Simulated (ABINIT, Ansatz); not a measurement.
# SiTe2 (P-3m1): from the cell to the phonon bands, part 4 of 4

How does SiTe2 (P-3m1) vibrate, and is this structure a minimum?

ABINIT 10.8.3; DFT LDA, scalar-relativistic, plane waves, HGH norm-conserving pseudopotentials.

So far. Step 4 (Linear response at Γ): The acoustic modes at Γ come out as far as 0.5 cm⁻¹ from zero, where they should vanish, a small numerical error. Step 5 (Modes with the sum rule): The rule moves no optical mode by more than 0.1 cm⁻¹.

## Step 8: Interpolated phonon bands

anaddb transforms the dynamical matrices to force constants and back along the path; points of the mesh come back as solved, but for the sum rule and, in polar crystals, the LO-TO term at Γ; the rest is interpolation.

Input file anaddb.abi:

```
ddb_filepath "all_DDB"
output_file "anaddb.abo"
outdata_prefix "anaddb"
ifcflag 1
ngqpt 3 3 1
nqshft 1
q1shft 0.0 0.0 0.0
asr 1
chneut 0
dipdip 0
dipquad 0
quadquad 0
enunit 0
eivec 0
nph1l 43
qph1l 
    0.0 0.0 0.0 1.0
    0.03571429 0.0 0.0 1.0
    0.07142857 0.0 0.0 1.0
    0.10714286 0.0 0.0 1.0
    0.14285714 0.0 0.0 1.0
    0.17857143 0.0 0.0 1.0
    0.21428571 0.0 0.0 1.0
    0.25 0.0 0.0 1.0
    0.28571429 0.0 0.0 1.0
    0.32142857 0.0 0.0 1.0
    0.35714286 0.0 0.0 1.0
    0.39285714 0.0 0.0 1.0
    0.42857143 0.0 0.0 1.0
    0.46428571 0.0 0.0 1.0
    0.5 0.0 0.0 1.0
    0.48809524 0.02380952 0.0 1.0
    0.47619048 0.04761905 0.0 1.0
    0.46428571 0.07142857 0.0 1.0
    0.45238095 0.0952381 0.0 1.0
    0.44047619 0.11904762 0.0 1.0
    0.42857143 0.14285714 0.0 1.0
    0.41666667 0.16666667 0.0 1.0
    0.4047619 0.19047619 0.0 1.0
    0.39285714 0.21428571 0.0 1.0
    0.38095238 0.23809524 0.0 1.0
    0.36904762 0.26190476 0.0 1.0
    0.35714286 0.28571429 0.0 1.0
    0.3452381 0.30952381 0.0 1.0
    0.33333333 0.33333333 0.0 1.0
    0.30952381 0.30952381 0.0 1.0
    0.28571429 0.28571429 0.0 1.0
    0.26190476 0.26190476 0.0 1.0
    0.23809524 0.23809524 0.0 1.0
    0.21428571 0.21428571 0.0 1.0
    0.19047619 0.19047619 0.0 1.0
    0.16666667 0.16666667 0.0 1.0
    0.14285714 0.14285714 0.0 1.0
    0.11904762 0.11904762 0.0 1.0
    0.0952381 0.0952381 0.0 1.0
    0.07142857 0.07142857 0.0 1.0
    0.04761905 0.04761905 0.0 1.0
    0.02380952 0.02380952 0.0 1.0
    0.0 0.0 0.0 1.0
```

Input file mrgddb.in:

```
all_DDB
merged
3
dfpt_gammao_DDB
dfpt_qo_DS1_DDB
dfpt_qo_DS2_DDB
```

On the command line:

```sh
$ mrgddb < mrgddb.in > mrgddb.log
$ OMP_NUM_THREADS=1 anaddb anaddb.abi > anaddb.log
```

anaddb.abo, the main output file:

```text
[banners, grids, parts of the stress and lines that vanish by symmetry left out]
-outvars_anaddb: echo values of input variables ----------------------

 Flags :
[...]
Phonon wavevector (reduced coordinates) :  0.00000  0.00000  0.00000
 Phonon energies in Hartree :
[...]
Phonon frequencies in cm-1    :
-  0.000000E+00  0.000000E+00  0.000000E+00  8.420481E+01  8.420481E+01
-  1.476493E+02  2.149443E+02  2.149443E+02  3.144672E+02
[...]
Phonon wavevector (reduced coordinates) :  0.03571  0.00000  0.00000
 Phonon energies in Hartree :
[...]
Phonon frequencies in cm-1    :
- -8.723023E+00  8.162581E+00  1.418199E+01  8.431099E+01  8.557410E+01
-  1.472789E+02  2.151778E+02  2.163728E+02  3.136111E+02
[...]
Phonon wavevector (reduced coordinates) :  0.07143  0.00000  0.00000
 Phonon energies in Hartree :
[...]
Phonon frequencies in cm-1    :
- -1.585927E+01  1.603648E+01  2.780611E+01  8.460627E+01  8.919886E+01
-  1.462080E+02  2.158722E+02  2.205392E+02  3.110897E+02
[...]
Phonon wavevector (reduced coordinates) :  0.10714  0.00000  0.00000
 Phonon energies in Hartree :
[...]
Phonon frequencies in cm-1    :
- -2.044947E+01  2.337451E+01  4.042141E+01  8.502042E+01  9.408043E+01
-  1.445371E+02  2.170078E+02  2.270919E+02  3.070508E+02
[...]
Phonon wavevector (reduced coordinates) :  0.14286  0.00000  0.00000
 Phonon energies in Hartree :
[...]
Phonon frequencies in cm-1    :
- -2.198531E+01  3.000196E+01  5.175216E+01  8.543872E+01  9.932616E+01
-  1.423905E+02  2.185478E+02  2.354488E+02  3.017724E+02
[...]
Phonon wavevector (reduced coordinates) :  0.17857  0.00000  0.00000
 Phonon energies in Hartree :
[...]
Phonon frequencies in cm-1    :
- -1.977369E+01  3.582794E+01  6.170481E+01  8.571649E+01  1.043248E+02
-  1.398931E+02  2.204344E+02  2.447451E+02  2.957594E+02
[...]
Phonon wavevector (reduced coordinates) :  0.21429  0.00000  0.00000
 Phonon energies in Hartree :
[...]
Phonon frequencies in cm-1    :
- -1.076076E+01  4.083447E+01  7.031919E+01  8.570954E+01  1.086855E+02
-  1.371671E+02  2.225859E+02  2.535539E+02  2.900824E+02
[...]
Phonon wavevector (reduced coordinates) :  0.25000  0.00000  0.00000
 Phonon energies in Hartree :
[...]
Phonon frequencies in cm-1    :
-  1.860227E+01  4.505049E+01  7.769471E+01  8.531399E+01  1.121593E+02
-  1.343359E+02  2.248975E+02  2.589936E+02  2.873342E+02
  Phonon wavevector (reduced coordinates) :  0.28571  0.00000  0.00000
 Phonon energies in Hartree :
[...]
Phonon frequencies in cm-1    :
-  3.135064E+01  4.852411E+01  8.392367E+01  8.450089E+01  1.145990E+02
-  1.315236E+02  2.272473E+02  2.578970E+02  2.905077E+02
  Phonon wavevector (reduced coordinates) :  0.32143  0.00000  0.00000
 Phonon energies in Hartree :
[...]
Phonon frequencies in cm-1    :
-  4.207333E+01  5.130461E+01  8.333310E+01  8.904742E+01  1.159620E+02
-  1.288436E+02  2.295058E+02  2.524656E+02  2.973585E+02
  Phonon wavevector (reduced coordinates) :  0.35714  0.00000  0.00000
 Phonon energies in Hartree :
[...]
Phonon frequencies in cm-1    :
-  5.166692E+01  5.343802E+01  8.195899E+01  9.303523E+01  1.163490E+02
-  1.263789E+02  2.315474E+02  2.460346E+02  3.046252E+02
  Phonon wavevector (reduced coordinates) :  0.39286  0.00000  0.00000
 Phonon energies in Hartree :
[...]
Phonon frequencies in cm-1    :
-  5.497383E+01  6.018146E+01  8.058372E+01  9.578883E+01  1.160374E+02
-  1.241918E+02  2.332597E+02  2.401343E+02  3.109267E+02
  Phonon wavevector (reduced coordinates) :  0.42857  0.00000  0.00000
 Phonon energies in Hartree :
[...]
Phonon frequencies in cm-1    :
-  5.597616E+01  6.731982E+01  7.942317E+01  9.722035E+01  1.154318E+02
-  1.223961E+02  2.345505E+02  2.355098E+02  3.156903E+02
  Phonon wavevector (reduced coordinates) :  0.46429  0.00000  0.00000
 Phonon energies in Hartree :
[...]
Phonon frequencies in cm-1    :
-  5.652571E+01  7.239137E+01  7.865486E+01  9.751980E+01  1.149208E+02
-  1.211937E+02  2.325847E+02  2.353524E+02  3.186378E+02
[...]
Phonon wavevector (reduced coordinates) :  0.16667  0.16667  0.00000
 Phonon energies in Hartree :
[...]
Phonon frequencies in cm-1    :
-  2.613166E+01  5.971652E+01  7.831232E+01  9.564813E+01  1.104670E+02
-  1.306392E+02  2.273068E+02  2.734322E+02  2.748211E+02
[...]
Phonon wavevector (reduced coordinates) :  0.14286  0.14286  0.00000
 Phonon energies in Hartree :
[...]
Phonon frequencies in cm-1    :
-  1.150881E+01  5.200989E+01  7.280343E+01  9.209810E+01  1.090524E+02
-  1.342492E+02  2.246702E+02  2.644729E+02  2.815186E+02
[...]
Phonon wavevector (reduced coordinates) :  0.11905  0.11905  0.00000
 Phonon energies in Hartree :
[...]
Phonon frequencies in cm-1    :
- -1.634643E+01  4.425395E+01  6.566499E+01  8.920061E+01  1.060661E+02
-  1.376911E+02  2.220406E+02  2.530072E+02  2.898889E+02
[...]
Phonon wavevector (reduced coordinates) :  0.09524  0.09524  0.00000
 Phonon energies in Hartree :
[...]
Phonon frequencies in cm-1    :
- -2.170333E+01  3.620973E+01  5.649464E+01  8.709580E+01  1.016381E+02
-  1.408482E+02  2.196544E+02  2.414208E+02  2.978203E+02
[...]
Phonon wavevector (reduced coordinates) :  0.07143  0.07143  0.00000
 Phonon energies in Hartree :
[...]
Phonon frequencies in cm-1    :
- -2.170633E+01  2.773637E+01  4.511403E+01  8.568850E+01  9.619548E+01
-  1.435865E+02  2.176646E+02  2.308332E+02  3.046915E+02
[...]
Phonon wavevector (reduced coordinates) :  0.04762  0.04762  0.00000
 Phonon energies in Hartree :
[...]
Phonon frequencies in cm-1    :
- -1.761860E+01  1.880891E+01  3.158328E+01  8.481824E+01  9.054740E+01
-  1.457489E+02  2.161752E+02  2.223390E+02  3.099891E+02
[...]
Phonon wavevector (reduced coordinates) :  0.02381  0.02381  0.00000
 Phonon energies in Hartree :
[...]
Phonon frequencies in cm-1    :
- -9.985360E+00  9.508880E+00  1.629267E+01  8.435125E+01  8.600516E+01
-  1.471570E+02  2.152553E+02  2.168448E+02  3.133274E+02
[...]
Phonon wavevector (reduced coordinates) :  0.00000  0.00000  0.00000
 Phonon energies in Hartree :
[...]
Phonon frequencies in cm-1    :
-  0.000000E+00  0.000000E+00  0.000000E+00  8.420481E+01  8.420481E+01
-  1.476493E+02  2.149443E+02  2.149443E+02  3.144672E+02
[...]
Symmetry characters of vibration mode #   9
  1.0 -1.0  1.0 -1.0  1.0 -1.0  1.0 -1.0  1.0 -1.0  1.0 -1.0
-
```

It took 0.49 s on 1 thread of Arm Neoverse V2, shared host.

Read from the output:

* lowest frequency on the path: -21.99 cm⁻¹

Anaddb. The phonon branches at the labelled points (cm⁻¹):

| point | branch 1 | branch 2 | branch 3 | branch 4 | branch 5 | branch 6 | branch 7 | branch 8 | branch 9 |
| --- | --- | --- | --- | --- | --- | --- | --- | --- | --- |
| Γ | 0 | 0 | 0 | 84 | 84 | 148 | 215 | 215 | 314 |
| halfway | 19 | 45 | 78 | 85 | 112 | 134 | 225 | 259 | 287 |
| M | 57 | 74 | 78 | 97 | 115 | 121 | 232 | 236 | 320 |
| halfway | 60 | 80 | 98 | 100 | 112 | 116 | 228 | 250 | 306 |
| K | 58 | 103 | 105 | 105 | 107 | 107 | 224 | 279 | 279 |
| halfway | 26 | 60 | 78 | 96 | 110 | 131 | 227 | 273 | 275 |
| Γ | 0 | 0 | 0 | 84 | 84 | 148 | 215 | 215 | 314 |

The phonon branches as a text plot (rows in cm⁻¹):

```
    312 |*****          ************                         ****
    298 |     ***    ***            **        ***        ****
    284 |        ****                 ********   ***  ***
    270 |                             *** ****     *****
    256 |        ******            ***        *****     *
    241 |     ***      ************                      **
    227 |  ***  ********** ******************************  ***
    213 |*******                                         ********
    199 |
    184 |
    170 |
    156 |
    142 |**********                                     *********
    127 |          ************                  *******
    113 |        ***************************************
     99 |    ****      **************************************
     85 |************************  ***         *******  *********
     71 |        **       *********              ***  ***
     56 |     ***    ***********  ***************   **** **
     42 |    *  *******                          ***    *****
     28 |  *****    *                               **     ***
     14 | ***      *                                  **     ***
     -1 |*                                                      *
    -15 | *********                                     ********
         Γ                   M           K                      Γ
```

The path dips to 22i cm⁻¹ between the solved wavevectors, whose modes are all real, so the dip may come from the interpolation.

## Step 9: Sums over the zone

Sums over the zone need many more wavevectors than were solved, so the interpolation is sampled on a dense mesh.

Input file anaddb.abi:

```
ddb_filepath "all_DDB"
output_file "anaddb.abo"
outdata_prefix "anaddb"
ifcflag 1
ngqpt 3 3 1
nqshft 1
q1shft 0.0 0.0 0.0
asr 1
chneut 0
dipdip 0
dipquad 0
quadquad 0
prtdos 1
dossmear 1.8d-05
ng2qpt 14 14 1
dosdeltae 4.5563e-06
ntemper 11
temperinc 100.0
tempermin 0.0
```

On the command line:

```sh
$ OMP_NUM_THREADS=1 anaddb anaddb.abi > anaddb.log
```

anaddb.abo, the main output file:

```text
-outvars_anaddb: echo values of input variables ----------------------

 Flags :
     ifcflag         1
 Miscellaneous information :
         asr         1
      chneut         0
 Interatomic Force Constants Inputs :
      dipdip         0
     dipquad         0
    quadquad         0
      ifcana         0
      ifcout         0
 Description of grid 1 :
        brav         1
       ngqpt         3         3         1
      nqshft         1
      q1shft
                     0.00000000E+00  0.00000000E+00  0.00000000E+00
 Phonon DOS information :
   dosdeltae  4.55630000E-06
    dossmear  1.80000000E-05
 Description of grid 2 (Fourier interp. or BZ sampling):
      ng2qpt        14        14         1
      ngrids         4
      q2shft         0.00000000E+00  0.00000000E+00  0.00000000E+00

================================================================================

 read the DDB information and perform some checks

  ==== Info on the Cryst% object ====
 Real(R)+Recip(G) space primitive vectors, cartesian coordinates (Bohr,Bohr^-1):
 R(1)=  7.0280378  0.0000000  0.0000000  G(1)=  0.1422872  0.0821496  0.0000000
 R(2)= -3.5140189  6.0864593  0.0000000  G(2)=  0.0000000  0.1642991  0.0000000
 R(3)=  0.0000000  0.0000000 30.8025358  G(3)=  0.0000000  0.0000000  0.0324649
 Unit cell volume ucvol=  1.3176051E+03 bohr^3
 Angles (23,13,12)=  9.00000000E+01  9.00000000E+01  1.20000000E+02 degrees
 Time-reversal symmetry is present
 Reduced atomic positions [iatom, xred, symbol]:
    1)    0.0000000  0.0000000  0.5000000  Si
    2)    0.3333333  0.6666667  0.5986474  Te
    3)    0.6666667  0.3333333  0.4013526  Te

 DDB file with 3 blocks has been read.

================================================================================

 Calculation of the interatomic forces

       Homogeneous q point set in the B.Z.
 Grid q points  :        9
  1)   0.00000000E+00  0.00000000E+00  0.00000000E+00
  2)   3.33333333E-01  0.00000000E+00  0.00000000E+00
  3)  -3.33333333E-01  0.00000000E+00  0.00000000E+00
  4)   0.00000000E+00  3.33333333E-01  0.00000000E+00
  5)   3.33333333E-01  3.33333333E-01  0.00000000E+00
  6)  -3.33333333E-01  3.33333333E-01  0.00000000E+00
  7)   0.00000000E+00 -3.33333333E-01  0.00000000E+00
  8)   3.33333333E-01 -3.33333333E-01  0.00000000E+00
  9)  -3.33333333E-01 -3.33333333E-01  0.00000000E+00

 The interatomic forces have been obtained

================================================================================

 Calculation of phonon density of states

 Average speed of sound partial sums:     0.6956301575E-03 (at units)
-                                   =           1.5218 [km/s]

 Debye frequency from partial sums:     0.2473243978E-03 (Ha)
-                                 =     0.1627316363E+01 (THz)
-Debye temperature from partial sums:     0.7809886786E+02 (K)

 Average speed of sound:     0.1979879979E-03 (at units)
-                      =           0.4331 [km/s]

 Debye frequency from DOS:     0.7039266748E-04 (Ha)
-                        =     0.4631615023E+00 (THz)
-Debye temperature from DOS:     0.2222824632E+02 (K)

-
```

It took 0.5 s on 1 thread.

Numbers from this step:

```yaml
share_of_modes_beyond_3i_cm_minus1_on_the_dense_interpolated_mesh: 0.0207
```

The phonon density of states has structure finer than the step of the table below, so its rows give means over 10 cm⁻¹, whole bins alone (the curve runs from -30 to 344 cm⁻¹). Peaks (cm⁻¹: height): -18.0: 0.0133, 58.0: 0.0573, 88.0: 0.0831, 112.0: 0.0922, 230.0: 0.0750, 296.0: 0.0348.

Gaussian, 4 cm-1. Phonon density of states against wavenumber; means over each step:

| wavenumber (cm⁻¹) | phonon density of states (1/cm⁻¹/cell) |
| --- | --- |
| -20 | 0.0111 |
| -10 | 0.00550 |
| 0 | 0.00167 |
| 10 | 0.00429 |
| 20 | 0.00924 |
| 30 | 0.0149 |
| 40 | 0.0213 |
| 50 | 0.0398 |
| 60 | 0.0523 |
| 70 | 0.0340 |
| 80 | 0.0531 |
| 90 | 0.0772 |
| 100 | 0.0745 |
| 110 | 0.0849 |
| 120 | 0.0621 |
| 130 | 0.0297 |
| 140 | 0.0174 |
| 150 | 0.00527 |
| 160 | 1.2e-4 |
| 170 | 0 |
| 180 | 0 |
| 190 | 0 |
| 200 | 2.0e-5 |
| 210 | 0.00355 |
| 220 | 0.0291 |
| 230 | 0.0655 |
| 240 | 0.0305 |
| 250 | 0.0269 |
| 260 | 0.0305 |
| 270 | 0.0134 |
| 280 | 0.0119 |
| 290 | 0.0289 |
| 300 | 0.0288 |
| 310 | 0.0218 |
| 320 | 0.00879 |
| 330 | 3.8e-4 |

## Step 10: Results

```yaml
space_group_after_relaxation: P-3m1
area_per_atom: 3.99 Å²
highest_optical_zone_centre_mode_no_lo_to_term: 314.5 cm⁻¹
lowest_optical_zone_centre_mode: 84.2 cm⁻¹
q_mesh: 3×3×1
lowest_mode_on_the_q_mesh_acoustic_ones_at_the_zone_centre_apart: 45.4 cm⁻¹
imaginary_modes_on_the_q_mesh: none
```

**Reading.** SiTe2 (P-3m1) is dynamically stable on the 3×3×1 mesh; its spectrum reaches 320 cm⁻¹. At the LDA level the optical modes of SiTe2 (P-3m1) at the zone centre run from 84 to 314 cm⁻¹. Along axes with an odd number of divisions the mesh misses the zone-boundary points at one half, where instabilities often lie; those are only interpolated. The imaginary part of the path lies between the solved wavevectors, so it may come from the interpolation. These are harmonic frequencies at zero temperature: anharmonic shifts and linewidths and thermal expansion are left out. Spin-orbit coupling is left out, which can matter for the heavy elements here. The sheet is repeated along c with vacuum between and no cut of the Coulomb interaction; dielectric tensors refer to the cell with its vacuum, no LO-TO term enters the bands, and the bending branch near Γ is rough. In a metal the frequencies hang on the k mesh and the smearing, most of all near Kohn anomalies. A run in a second program is left out, since it treats the direction across the vacuum otherwise. The sheet was typed on a prototype.

[Host names and launcher messages were left out of these logs when they were recorded.]

[Logs are printed without paths, hosts, clocks, repeated set-up lines and the standing remarks that a program may print on its own settings, such as how far it seeks lower states.]

[Hosts, paths, dates, database ids (printed as entryN), source tags and the programs' standing remarks are cut or masked in the printed files.]
